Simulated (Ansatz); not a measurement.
# AlN (F-43m):Ba_Al, thermodynamic levels from a 54-atom cell, part 2 of 2

Aim: at which Fermi levels does Ba_Al in AlN (F-43m) change its charge? The model is a cell of 54 host atoms with 1 Al taken out and 1 Ba put in.

Ansatz; place-levels on r2SCAN runs: charge-transition levels and formation energies with image-charge correction and potential alignment at the atomic sites; PAW set soft_1.

So far: Starting point; The runs of each charge state; place-levels, r2SCAN.

### 3. place-levels, r2SCAN (continued)

Levels between the charges placed, in eV above the valence top:

```tsv
	gap (eV)	(+1/0)	(0/−1)
r2SCAN	3.92	1.06	1.99
```

Corrections by state:

```tsv
charge	moment (μB)	image terms and alignment (eV)	band filling (eV)	ε used	over the lowest of its charge, as the program ranks them, band filling apart (eV)
+1	2.0	0.776	-	8.51	0.000
0	1.0	0.000	-	-	0.000
−1	0.0	-0.281	-	8.51	0.000
+1	0.0	0.768	-	8.51	0.275
```

The charged structures listed were also run neutral, and place-levels reads from each pair, by the potential or the spins, how wide the charge is by which they differ; that can be the carrier of either run.

```tsv
charge	rms radius (Å)	spread where it is widest against the cell (Å)	wide from (Å)	reading
+1	1.7	1.21	1.31	narrow
−1	2.2	1.24	1.31	narrow
```

The neutral runs of these pairs need not share the spin of the lowest neutral state, and very wide values only mean spread over the cell.

From the program's caveats on the states, each cut to its opening words:

- charge +1 (2 μB): its alignment with the host at atomic sites is doubtful: the mean over the far sites moves by +0.1562 eV from their farther parts to their nearer, more than [...]
- charge +1 (2 μB): the host's ions (past the first shell or, of a walk that freed a part, those that it held) aren't shown at rest: they stand up to 0.120 Å off their sites, 3.07 [...]
- charge +1 (2 μB), 0 (1 μB): flagged: stability check not made
- charge 0 (1 μB): its alignment with the host at atomic sites is doubtful: the mean over the far sites moves by +0.3267 eV from their farther parts to their nearer, more than [...]
- charge 0 (1 μB): its sublattices stand up to 0.0043 Å off the host's, which by the two runs' forces adds about -0.01 eV to its energy against the host's, and moves the band [...]
- charge −1: its alignment with the host at atomic sites is doubtful: the mean over the far sites moves by +0.5058 eV from their farther parts to their nearer, more than [...]
- charge +1: it parts from the run at its places by a charge that spreads by about 1.7 Å along one vector (1.3 Å or more is wide), by its potential at epsilon 4.64, taken [...]
- charge +1: its alignment with the host at atomic sites is doubtful: the mean over the far sites moves by +0.1265 eV from their farther parts to their nearer, more than [...]
- charge +1: the host's ions (past the first shell or, of a walk that freed a part, those that it held) aren't shown at rest: they stand up to 0.182 Å off their sites, 2.79 [...]

The host's formation energy from the elements is -1.603 eV per atom; it sets how far the chemical potentials can move.

Limit set by the element alone; other compounds of these elements are not counted. Chemical potentials from the elements' reference states: Al 0.00 eV, N -3.21 eV, Ba 0.00 eV. Formation energies (Al-rich), with the Fermi level at the valence top and at the conduction bottom (gap 3.92 eV):

```tsv
charge	at valence top (eV)	at conduction bottom (eV)	correction included (eV)
+1	7.68	11.59	0.78
0	8.74	8.74	0.00
−1	10.72	6.81	-0.28
```

```csv
Fermi level (eV),lowest formation energy (eV)
0.00,7.68
0.36,8.03
0.71,8.39
1.07,8.74
1.42,8.74
1.78,8.74
2.14,8.59
2.49,8.23
2.85,7.87
3.21,7.52
3.56,7.16
3.92,6.81
```

Limit set by the element alone; other compounds of these elements are not counted. Chemical potentials from the elements' reference states: N 0.00 eV, Al -3.21 eV, Ba 0.00 eV. Formation energies (N-rich), with the Fermi level at the valence top and at the conduction bottom (gap 3.92 eV):

```tsv
charge	at valence top (eV)	at conduction bottom (eV)	correction included (eV)
+1	4.47	8.39	0.78
0	5.53	5.53	0.00
−1	7.52	3.60	-0.28
```

Fermi level (eV), lowest formation energy (eV) and a bar from the least value:
```
     0.00       4.47 ##############
     0.36       4.83 ###################
     0.71       5.18 #########################
     1.07       5.53 ##############################
     1.42       5.53 ##############################
     1.78       5.53 ##############################
     2.14       5.38 ############################
     2.49       5.02 ######################
     2.85       4.67 #################
     3.21       4.31 ###########
     3.56       3.96 ######
     3.92       3.60
```

### 4. The same at the relaxations' own k-points

The relaxations' own energies give the levels at their sampling, for comparison.

Contents of levels.relax_mesh.yaml:

```yaml
host:
  run: host.relax.run
states: [qm1.relax.run, q0_M1.relax.run, qp1.relax.run, qp1_M2.relax.run]
chemical_potentials:
  Al:
    energy: -540.418346
    dataset: <sha256 of the dataset>
  Ba:
    energy: -5964.59664
    dataset: "<sha256 of the dataset>"
```

The run is started by

```bash
$ ansatz place-levels levels.relax_mesh.yaml -- --threads 4 --pin off --max-ram 7536MiB
```

The log of the run:

```text
(+1/0) 0.974 eV above the valence edge, 2.896 eV under the conduction edge
(0/-1) 1.968 eV above the valence edge, 1.903 eV under the conduction edge
formation energy of charge +1: +7.233 eV with the Fermi level at the valence edge
formation energy of charge 0: +8.207 eV with the Fermi level at the valence edge
formation energy of charge -1: +10.175 eV with the Fermi level at the valence edge
  edges by r2scan, gap 3.870 eV; the host is sampled to repeats of 9.27 Å
[... the lines on each state left out ...]
```

Wall time 0.14 s (4 threads of Arm Neoverse V1, shared host).

Levels between neighbouring charges, in eV above the valence top:

```tsv
	gap (eV)	(+1/0)	(0/−1)
one point at (¼, ¼, ¼)	3.87	0.97	1.97
a 2×2×2 shifted mesh	3.92	1.06	1.99
```

Going from one point at (¼, ¼, ¼) to a 2×2×2 shifted mesh moves the levels that carry no band-filling term by up to 0.09 eV and formation energies against the elements by up to 0.55 eV.

### 5. Summary of results

```json
{
  "gap of the host": "3.92 eV (r2SCAN)",
  "level (plus 1/0)": "1.06 eV above the valence top",
  "level (0/minus 1)": "1.99 eV above the valence top",
  "lowest of the charges placed, just above the valence top (0.02 eV)": "+1",
  "lowest of the charges placed, just below the conduction bottom (0.02 eV)": "−1",
  "lowest formation energy at mid-gap of the charges run, Al-rich": "8.74 eV",
  "lowest formation energy at mid-gap of the charges run, N-rich": "5.53 eV"
}
```

What this shows: Of the charges placed (−1, 0 and +1), the lowest changes at 1.06 eV (+1/0) and 1.99 eV (0/−1) above the valence top, in a gap of 3.92 eV. Charges above +1 and below −1 were not placed, so these runs say nothing of levels that involve them. States placed: +1 at 2 μB and 0 μB; 0 at 1 μB; −1 at 0 μB. Other spin states or structures, where not listed, weren't placed. Ba is taken at its element; compounds, which aren't counted here, bound the chemical potentials and would shift these formation energies. Going from one point at (¼, ¼, ¼) to a 2×2×2 shifted mesh moves the levels that carry no band-filling term by up to 0.09 eV and formation energies against the elements by up to 0.55 eV. The program doubts the alignment of potentials for at least one state, a sign that the cell is small. Limits: r2SCAN makes the gap too small and tends to spread out bound carriers; where a gas molecule sets a chemical potential or the host's formation energy, its binding is uncorrected; spin–orbit coupling, which can matter with heavy atoms, is left out; force components of up to 0.64 eV/Å remain in a run at the final settings.

[Logs are printed without paths, hosts, clocks, repeated set-up lines and the standing remarks that a program may print on its own settings, such as how far it seeks lower states.]

[Hosts, paths, dates, database ids (printed as entryN), source tags and the programs' standing remarks are cut or masked in the printed files.]

[Where a table of states has a column of steps, it counts the stored structures, which are thinned; the runs took as many ionic steps or more.]

[A defect's name tells the site on which it was built; relaxed atoms can leave that site.]

[For some hosts the program warned that the k-mesh of the response run may be too coarse for force constants and the static dielectric constant; such warnings are not shown here.]
